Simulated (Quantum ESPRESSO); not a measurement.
# MnO (Manganosite): one coupling from two orders, and a test

Aim: get Heisenberg couplings of MnO (Manganosite) from the energies of collinear orders, with pencil and paper, and test them on an order left out of the fit.

Program: Quantum ESPRESSO 7.5. Level of theory: PBEsol with U = 4 eV on Mn d (ortho-atomic projectors); plane waves with GBRV 1.5 PBEsol potentials, no spin-orbit coupling. Results are calculated unless marked as measured.

### 1. The starting structure

The structure is cubic, space group Fm-3m (No. 225). Conventional cell: a = 4.446 Å, b = 4.446 Å, c = 4.446 Å, α = 90.00°, β = 90.00°, γ = 90.00°. Nearest to Mn lie 6 O at 2.22 Å. Nearest to O lie 6 Mn at 2.22 Å. Farther neighbours and most contacts between anions are not listed.

As a file:

```cif
data_structure
_symmetry_space_group_name_H-M 'P 1'
_symmetry_Int_Tables_number 1
_cell_length_a 3.1438
_cell_length_b 3.1438
_cell_length_c 3.1438
_cell_angle_alpha 60.000
_cell_angle_beta 60.000
_cell_angle_gamma 60.000
_cell_volume 21.97
loop_
_atom_site_label
_atom_site_type_symbol
_atom_site_fract_x
_atom_site_fract_y
_atom_site_fract_z
_atom_site_occupancy
Mn1 Mn 0.00000 0.00000 0.00000 1
O2 O 0.50000 0.50000 0.50000 1
```

The cell comes from the Crystallography Open Database.

### 2. The parallel order

All energies count from this run.

Input file pw.in:

```
&CONTROL
  calculation = 'scf'
  prefix = 'pwscf'
  outdir = './tmp'
  pseudo_dir = './pseudo'
  disk_io = 'nowf'
/
&SYSTEM
  ibrav = 0
  celldm(1) = 8
  nat = 2
  ntyp = 2
  ecutwfc = 40
  ecutrho = 280
  nbnd = 19
  occupations = 'smearing'
  smearing = 'fd'
  degauss = 0.00367493
  nspin = 2
  starting_magnetization(1) = 0.3
  starting_magnetization(2) = 0
/
&ELECTRONS
  conv_thr = 4d-09
  electron_maxstep = 150
  mixing_beta = 0.3
/
ATOMIC_SPECIES
Mn     54.9380 mn_pbesol_v1.5.uspp.F.UPF
O      15.9990 o_pbesol_v1.2.uspp.F.UPF
CELL_PARAMETERS alat
   0.0000000000000    0.5251076468804    0.5251076468804
   0.5251076468804    0.0000000000000    0.5251076468804
   0.5251076468804    0.5251076468804    0.0000000000000
ATOMIC_POSITIONS crystal
Mn      0.0000000000    0.0000000000    0.0000000000
O       0.5000000000    0.5000000000    0.5000000000
K_POINTS automatic
8 8 8 0 0 0
HUBBARD {ortho-atomic}
U Mn-3d 4.0000
```

Started as:

```console
$ OMP_NUM_THREADS=1 mpirun -n 4 pw.x -nk 4 -in pw.in > pw.out
```

The program printed:

```text
Program PWSCF v.7.5 starts
     [... lines left out ...]
     number of atoms/cell      =            2
     [... lines left out ...]
     number of electrons       =        21.00
     number of Kohn-Sham states=           19
     kinetic-energy cutoff     =      40.0000  Ry
     charge density cutoff     =     280.0000  Ry
     scf convergence threshold =      4.0E-09
     [... lines left out ...]
     48 Sym. Ops., with inversion, found
     [... lines left out ...]
     number of k points=    29  Fermi-Dirac smearing, width (Ry)=  0.0037
     [... lines left out ...]
     iteration # 11     ecut=    40.00 Ry     beta= 0.30
     [... lines left out ...]
     Magnetic moment per site  (integrated on atomic sphere of radius R)
     atom   1 (R=0.217)  charge= 12.5758  magn=  4.2808
     atom   2 (R=0.217)  charge=  5.9602  magn=  0.1783
     [... lines left out ...]
     Tr[ns(  1)] (up, down, total) =   4.96945  0.25088  5.22034
     [... lines left out ...]
     the Fermi energy is    12.7405 ev
!    total energy              =    -243.28257808 Ry
     estimated scf accuracy    <          4.6E-11 Ry
     smearing contrib. (-TS)   =      -0.00003237 Ry
     [... lines left out ...]
     total magnetization       =     5.00 Bohr mag/cell
     absolute magnetization    =     5.00 Bohr mag/cell
     convergence has been achieved in  11 iterations
   JOB DONE.
```

Wall time 4.8 s (4 MPI ranks of Arm Neoverse V1, shared host); peak memory 0.26 GiB; 19 s of CPU time.

Spin moment in the atom's sphere by atom:

```tsv
atom	spin moment in the atom's sphere (μB)
Mn1	4.28
O2	0.18
```

Numbers from this step:

* smearing term TS: 4.40e-4 eV
* magnetization: 5 μB
* absolute magnetization: 5 μB
* final state: ferromagnetic

### 3. The orders used for the fit

The other orders were run with the same settings, on meshes that hold the same points. Free energies are divided by the number of Mn atoms; q is in fractions of the reciprocal vectors of the first run's cell.

```tsv
order	atoms	mesh	free energy (eV)	eV per Mn	largest moment (μB)
F +	2	8×8×8	-3310.0281	-3310.0281	4.28
AF q=(0,1/2,1/2) +-	4	8×4×8	-6620.1601	-3310.0801	4.27
```

### 4. Counting neighbours

With E = −Σ J e_i·e_j over ordered pairs of unit vectors, turning a neighbour from parallel to opposed costs 2J a Mn atom. So an order lies 2 Σ n J over the parallel one, n being the opposed neighbours in each shell.

```tsv
shell	distance (Å)	neighbours	opposed in AF q=(0,1/2,1/2) +-	opposed in AF q=(0,0,1/2) +-
J1	3.14	12	8	6
J2	4.45	6	0	6
```

Only J1 is kept, as an effective coupling that takes up all reversed shells.

### 5. Solving

```
2 × 8 × J1 = -52.0 meV    (AF q=(0,1/2,1/2) +-)
J1 = -3.25 meV
```

### 6. The test

The couplings now give the orders that were left out:

```
2 × 6 × (-3.25) = -39.0 meV    (AF q=(0,0,1/2) +-)
```

The runs themselves:

```tsv
order	atoms	mesh	free energy (eV)	eV per Mn	largest moment (μB)	over the parallel order (meV)	foretold (meV)
AF q=(0,0,1/2) +-	4	8×8×4	-6620.1971	-3310.0985	4.24	-70.4	-39.0
```

### 7. One more shell

One way to take up the miss is the next shell. Both differences then fix both couplings, and no order is left for a test.

```
2 × 8 × J1 = -52.0 meV    (AF q=(0,1/2,1/2) +-)
2 × 6 × J1 + 2 × 6 × J2 = -70.4 meV    (AF q=(0,0,1/2) +-)
J1 = -3.25 meV
J2 = -2.62 meV
```

### 8. What came out

| Quantity | Value |
| --- | --- |
| effective J1 (Mn–Mn at 3.14 Å) | -3.25 meV |
| largest miss on the orders left out | 31 meV |
| J1 with two shells | -3.25 meV |
| J2 with two shells | -2.62 meV |

The model misses the order left out by 31 meV, 45 % of the largest energy difference, so it fails: these couplings alone don't describe the crystal. With the next shell added the couplings are J1 = -3.25 and J2 = -2.62 meV, untested. The largest moment changes by 0.94 % between the orders. Shells that were dropped are folded into the couplings or show in the miss.

[Logs and program files are shortened in this print: banners, set-up blocks, solver, clock and traceback lines can be left out without a mark of their own.]

[Logs are printed without paths, hosts, clocks, repeated set-up lines and the standing remarks that a program may print on its own settings, such as how far it seeks lower states.]

[Hosts, paths, dates, database ids (printed as entryN), source tags and the programs' standing remarks are cut or masked in the printed files.]

[Where a cell is said to come from a database of computed structures, the database is the Materials Project.]
